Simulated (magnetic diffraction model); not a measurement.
## Which magnetic order? CrCuF₃

Space group C2/m (no. 12), a = 7.0250 Å, b = 7.6530 Å, c = 5.1182 Å, β = 131.59°.

```
site  atom       x       y       z
  4g    Cu     1/2  0.2579       0
  2c    Cr       0       0     1/2
  2d    Cr     1/2       0     1/2
  4i     F  0.7177       0  0.4276
  4h     F     1/2  0.2694     1/2
  4i     F  0.7769       0  0.9711
```

The compound is invented for this exercise: a known structure type with other elements, its cell scaled to their sizes and not relaxed.

Only Cr is taken to order (form factors of Cr2+); orders and moment sizes are assumed, and not adapted to the symmetry. Radiation: neutrons of λ = 2.52 Å, 3° to 85°; isotropic B of 0.41 Å² (Cu), 0.44 Å² (Cr) and 0.68 Å² (F). Simulated constant-wavelength pattern: nuclear and magnetic terms add, the magnetic one as |2.695 fm × Σ f S⊥ exp(2πi Q·r) exp(−B s²)|², summed over all Q at one angle with the factor 1/(sin²θ cos θ). For collinear order S is the moment m, which repeats by lattice and centring translations R with the sign exp(−2πi k·R). Free-ion form factors, Sears's scattering lengths of 1992, no absorption; a label names one of the reflections at its angle. The strongest nuclear line in the range is 100, and lines under 0.2 are left out.

Above the ordering temperature:

```
2θ (°)     index      I
 33.82   (1 1 0)    0.7
 38.43   (0 0 1)    0.4
 38.45   (0 2 0)    1.1
 55.49   (0 2 1)   10.8
 57.32   (2 0 0)    7.5
 58.29  (2 2 -1)    9.1
 59.23  (2 0 -2)   10.1
 66.14   (1 1 1)    2.6
 66.61   (1 3 0)    3.1
 67.05  (1 3 -1)    0.5
 67.47  (1 1 -2)   15.5
 71.15   (2 2 0)  100.0
 71.17  (3 1 -1)    5.6
 72.46  (3 1 -2)    5.8
 72.86  (2 2 -2)   85.0
 82.34   (0 0 2)   68.8
 82.38   (0 4 0)   78.3
```

Below it (cell unchanged):

```tsv
2θ (°)	I
33.82	0.7
38.43	18.7
38.45	19.4
42.06	0.2
55.49	23.7
57.32	10.1
58.29	14.1
59.23	12.6
66.14	2.6
66.61	3.1
67.05	0.5
67.47	15.5
71.15	103.6
71.17	5.6
72.46	5.8
72.86	88.4
82.34	70.6
82.38	80.1
```

**Question.** Find the propagation vector, then choose among these models:
A. collinear moments along [100], 3.31 μB on Cr; signs + at (0, 0, 1/2), − at (1/2, 0, 1/2)
B. collinear moments along [110], 3.31 μB on Cr; signs + at (0, 0, 1/2), − at (1/2, 0, 1/2)
C. collinear moments along [100], 3.31 μB on Cr; signs + at (0, 0, 1/2), + at (1/2, 0, 1/2)
D. collinear moments along [110], 3.31 μB on Cr; signs + at (0, 0, 1/2), + at (1/2, 0, 1/2)

No line moves, and magnetic intensity falls on nuclear lines such as the one at 38.43°, so the magnetic cell equals the chemical primitive cell: k = 0.

Magnetic intensity, observed (below minus above) and for each model:

| 2θ (°) | index | observed | A | B | C | D |
| --- | --- | --- | --- | --- | --- | --- |
| 33.82 | (1 1 0) | <0.2 | 31.6 | 33.2 | <0.2 | <0.2 |
| 34.55 | (1 1 -1) | <0.2 | 30.6 | 32.1 | <0.2 | <0.2 |
| 38.43 | (0 0 1) | 18.3 | <0.2 | <0.2 | 18.3 | 18.3 |
| 38.45 | (0 2 0) | 18.3 | <0.2 | <0.2 | 18.3 | 8.4 |
| 42.06 | (2 0 -1) | <0.2 | <0.2 | <0.2 | <0.2 | 7.8 |
| 55.49 | (0 2 1) | 12.9 | <0.2 | <0.2 | 12.9 | 9.4 |
| 66.14 | (1 1 1) | <0.2 | 6.6 | 6.7 | <0.2 | <0.2 |
| 66.61 | (1 3 0) | <0.2 | 6.5 | 3.7 | <0.2 | <0.2 |

Model C matches.

The structure used: k = (0 0 0), collinear moments along [100], 3.31 μB on Cr; signs + at (0, 0, 1/2), + at (1/2, 0, 1/2).

[Logs are printed without paths, hosts, clocks, repeated set-up lines and the standing remarks that a program may print on its own settings, such as how far it seeks lower states.]
